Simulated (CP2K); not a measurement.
The C K edge of 2-nitrosopyrrole was computed by TDDFT (CP2K XAS_TDP, aug-cc-pVDZ, TDA) at these levels: PBE0, PBEh(45%) and PBEh(45%) + GW2X. The first three lines of C3 (bonded to C and 2 N) with a strength over 0.0015, energy in eV and strength:

```
run           first          second           third
  1  278.64 (0.044)  279.52 (0.009)  280.36 (0.002)
  2  287.40 (0.002)  289.61 (0.057)  291.39 (0.002)
  3  282.04 (0.002)  284.25 (0.058)  286.03 (0.002)
```

Which run is which?

Run 1: PBE0 (25 % exact exchange). Run 2: PBEh(45%) + GW2X (45 % exact exchange). Run 3: PBEh(45%) (45 % exact exchange). Self-interaction lifts the core level, so the uncorrected lines rise with the share of exact exchange. The GW2X run keeps the spacings of its parent: 2.21 eV between the first two lines in run 2, 2.21 eV in run 3. Its shift is +5.36 eV, since the Kohn–Sham level at this share of exchange lies that far above the quasiparticle level.

[Banner, clock and machine lines of the logs are left out without a mark of their own.]

[Logs are printed without paths, hosts, clocks, repeated set-up lines and the standing remarks that a program may print on its own settings, such as how far it seeks lower states.]

[Hosts, paths, dates, database ids (printed as entryN), source tags and the programs' standing remarks are cut or masked in the printed files.]
